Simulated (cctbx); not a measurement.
**SnMo: solution and refinement**

Cell a = 4.9640 Å, b = 3.0450 Å, c = 5.5630 Å, α = 90.00°, β = 90.00°, γ = 90.00°; space group Pmma (no. 51); content Sn2 Mo2.

The data are simulated with cctbx, not measured: Cu Kα, λ = 1.54184 Å, to d = 0.8 Å, 80 % of the full sphere, strongest reflection 20000 counts, noise from counting, a 6 % proportional error and a noise floor of 8 counts (s.d.); no absorption.

Charge flipping in P1 on normalised amplitudes to 0.8 Å, δ = 1.1 σ, 10 % of the reflections treated as weak, 300 cycles:

```text
cycle      R  skewness
    0  0.557     0.32
   25  0.491     2.38
   50  0.486     2.28
   75  0.499     2.35
  100  0.544     2.39
  125  0.532     2.66
  150  0.527     2.26
  175  0.507     2.25
  200  0.488     2.41
  225  0.459     2.42
  250  0.495     2.02
  275  0.480     2.03
origin shift          correlation  skewness
 0.312  0.061  0.148      0.986      6.25
 0.308  0.076 -0.019      0.923      4.76
-0.021  0.036  0.145      0.765      3.25
 0.312  0.061  0.148      0.986      6.25
taken: symmetry correlation 0.986, skewness 6.25
peak      x       y       z  mult  height/sigma
Q1    0.2500  0.0000  0.3329    2     13.1
Q2    0.2500  0.5000  0.8340    2     11.2
Q3    0.2500  0.0000  0.0505    2      1.1
Q4    0.1525  0.3174  0.6548    8      0.7
Q5    0.1510  0.2187  0.1733    8      0.7
Q6    0.1466  0.3259  0.0065    8      0.6
Q7    0.0617  0.2104  0.3281    8      0.6
```

The origin is taken among those within 0.04 of the best correlation, by the skewness of the map.

Run time: 0.3 s on 1 thread of Arm Neoverse V2 (shared host), peak memory 0.07 GiB.

**Question.** Which peaks are atoms, and which elements?

Heights go roughly as Z and multiplicities must add up to the content. First model: Q1 = Sn1 (2 in the cell, height 13.1) and Q2 = Mo1 (2 in the cell, height 11.2). Against the true structure, Q1 is Sn and Q2 is Mo; the other peaks are not atoms.

Least squares on F², isotropic:

```text
Rint 0.050, 110 unique reflections to 0.81 A
cycle     R1     wR2    GooF  max shift (A)
   1  0.1267  0.3098   6.915   0.01211
   2  0.0289  0.1255   2.800   0.00000
final R1 0.0289 wR2 0.1255 GooF 2.800  parameters 4  data/parameter 27.5
atom        x        y        z      Ueq    occ   su(xyz)  su(Uiso or U11)
Sn1    0.25000  0.00000  0.33478   0.0053  1.000  0.00024  0.0008
Mo1    0.25000  0.50000  0.83618   0.0100  1.000  0.00032  0.0009
difference map: max 3.26 min -2.41 rms 0.41
Q1    0.1443  0.5000  0.8319    4    3.65  0.53 A from Mo1
Q2    0.2500  0.1273  0.8593    4    1.05  1.14 A from Mo1
Q3    0.2500  0.2886  0.6799    4    0.94  1.08 A from Mo1
Q4    0.2500  0.5000  0.1571    2    0.90  1.79 A from Mo1
Q5    0.1779  0.3107  0.9979    8    0.90  1.13 A from Mo1
```

Anisotropic refinement:

```text
Rint 0.050, 110 unique reflections to 0.81 A
cycle     R1     wR2    GooF  max shift (A)
   1  0.0289  0.1255   2.854   0.00054
   2  0.0141  0.0419   0.955   0.00000
final R1 0.0141 wR2 0.0419 GooF 0.955  parameters 8  data/parameter 13.8
atom        x        y        z      Ueq    occ   su(xyz)  su(Uiso or U11)
Sn1    0.25000  0.00000  0.33469   0.0049  1.000  0.00008  0.0004
Mo1    0.25000  0.50000  0.83628   0.0100  1.000  0.00011  0.0005
difference map: max 0.69 min -0.88 rms 0.21
Q1    0.2500  0.0000  0.8683    2    0.75  1.53 A from Mo1
Q2    0.2500  0.5000  0.1463    2    0.66  1.72 A from Mo1
Q3    0.2500  0.5000  0.5681    2    0.51  1.49 A from Mo1
Q4    0.0453  0.5000  0.9072    4    0.51  1.09 A from Mo1
Q5    0.2500  0.3243  0.7364    4    0.50  0.77 A from Mo1
Q6    0.2500  0.0000  0.0442    2    0.50  1.62 A from Sn1
```

**Reading.** The refinement ends at R1 = 0.0141, wR2 = 0.0419, GooF = 0.95, with difference density between -0.88 and 0.69 e/Å³. Every site matches the true model in element, within 0.001 Å r.m.s., up to an allowed shift of origin.

True model:

| atom | mult. | x | y | z | Ueq (Å²) |
| --- | --- | --- | --- | --- | --- |
| Sn1 | 2 | 3/4 | 1/2 | 0.3347 | 0.0045 |
| Mo1 | 2 | 3/4 | 0 | 0.8361 | 0.0097 |

The model was made for the exercise: a known structure type with other elements put in, its volume estimated, not relaxed; displacement parameters are assumed.

[Middle refinement cycles are left out of these outputs.]

[Logs are printed without paths, hosts, clocks, repeated set-up lines and the standing remarks that a program may print on its own settings, such as how far it seeks lower states.]
